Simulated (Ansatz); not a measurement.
# RaF2: optical spectrum from first principles

Aim: the dielectric function of RaF2, and the optical constants that follow from it. The cell comes from an older database entry, whose edges can differ from later determinations, mostly by under a per cent.

Method: DFT, PBE, plane-wave PAW, default files, scalar-relativistic, independent-particle optical response without local fields, in Ansatz 0.2.0.

The database entry behind the starting cell is an old determination (1936), so it need not match the best structure at ambient conditions.

## 1. The structure

Symmetry: Fm-3m, No. 225, cubic system. Conventional cell: a = 6.368 Å, b = 6.368 Å, c = 6.368 Å, α = 90.00°, β = 90.00°, γ = 90.00°. Nearest to Ra lie 8 F at 2.76 Å. Nearest to F lie 4 Ra at 2.76 Å. Farther neighbours and most contacts between anions are not listed.

## 2. Ground state and bands

First the ground state: is it a metal or has it a gap?

This step: DFT, PBE, plane-wave PAW, default files, scalar-relativistic, ground state (Ansatz 0.2.0).

Input file input.yaml:

```yaml
crystal:
  lattice:
    - [0.0, 3.184, 3.184]
    - [3.184, 0.0, 3.184]
    - [3.184, 3.184, 0.0]
  atoms:
    - { symbol: Ra, position: [0.0, 0.0, 0.0] }
    - { symbol: F, position: [0.75, 0.75, 0.75] }
    - { symbol: F, position: [0.25, 0.25, 0.25] }
kpoints:
  mp_grid: { grid: [6, 6, 6] }
  band_path:
    path:
      - [[0.0, 0.0, 0.0], [0.5, 0.0, 0.5], [0.5, 0.25, 0.75], [0.375, 0.375, 0.75], [0.0, 0.0, 0.0], [0.5, 0.5, 0.5], [0.625, 0.25, 0.625], [0.5, 0.25, 0.75], [0.5, 0.5, 0.5], [0.375, 0.375, 0.75]]
      - [[0.625, 0.25, 0.625], [0.5, 0.0, 0.5]]
    npoints: 7
scf:
  occupations: { method: fermi_dirac, width: 0.05 }
  n_extra_bands: 7
hamiltonian:
  xc: pbe
  pseudopotentials: { kind: paw }
output:
  forces: true
  stress: true
  populations: true
  write_bands: true
  write_density: true
  write_potential: true
  elf: true
  volumetric_format: npy
```

On the command line:

```
ansatz run input.yaml --threads 2 --pin off --max-ram 5120MiB --backend cpu --events-out ev --progress --plain --runs-dir out
```

Then come: spectrum; static response with local fields. Settings of the main run: response mesh 8×8×8, line width 0.15 eV, cutoff 540 eV, fixed occupations.

Q: Predict the gap on the path and least direct gap on the path.

Light drives vertical transitions, so the absorption sets in only above the least direct gap, 6.23 eV, apart from the broadening. At this level (PBE, independent particles) RaF2 has ε∞ = 2.60 (2.40 with local fields) and n = 1.61 at 1550 nm; absorption sets in near 6.2 eV, and Im ε peaks at 16.5 eV. The gap is indirect (6.07 eV), so absorption without phonons can begin only at the direct gap of 6.23 eV.

| Quantity | Value |
| --- | --- |
| gap on the path | 6.07 eV |
| least direct gap on the path | 6.23 eV |
| electronic dielectric constant ε∞, mean over x, y and z (by symmetry where fewer were run) (independent particles) | 2.60 |
| absorption onset, first axis (α over 10⁴ cm⁻¹, or the direct gap if that lies higher) | 6.23 eV |
| main peak of Im epsilon, first axis | 16.5 eV |
| centre of weight of the strongest loss peak in the window, first axis | 21.3 eV |
| electronic dielectric constant ε∞, mean over x, y and z (by symmetry where fewer were run) (static response with local fields) | 2.40 |

Absorption passes 10⁴ cm⁻¹ from the direct gap on, 6.23 eV, in the ultraviolet, so the visible is passed. The strongest loss structure up to 40 eV has its centre of weight at 21.3 eV; a free-electron gas of the 31.7 electrons in the f-sum would put its plasmon at 26.0 eV. Distinct maxima of Im ε, read by a parabola through the highest points, lie at 10.00 eV (4.0), 13.33 eV (3.4), 14.30 eV (3.6) and 16.46 eV (4.0). The f-sum over the summed bands holds 31.7 of the cell's 34 electrons outside the frozen cores, 16 of which lie in bands more than 12 eV below the Fermi level, whose transitions come at higher energies. Up to 40 eV the strength has a mean oscillator energy of 15.6 eV, close to the main peak. A film 1 µm thick would pass 89 % of daylight and look colourless in transmission (x = 0.313, y = 0.329). With local fields and the functional's kernel the static response is 2.40 against 2.60 for independent particles (-8 %). In the base spectrum excitons and phonon-assisted transitions are missing, and so are local fields; PBE gaps are as a rule too small, which pulls the onset down and ε∞ up. In the base run ε includes the program's bounded estimate of what the bands above those summed add. Spin-orbit coupling is left out although heavy atoms are present.

[Logs are printed without paths, hosts, clocks, repeated set-up lines and the standing remarks that a program may print on its own settings, such as how far it seeks lower states.]

[Hosts, paths, dates, database ids (printed as entryN), source tags and the programs' standing remarks are cut or masked in the printed files.]
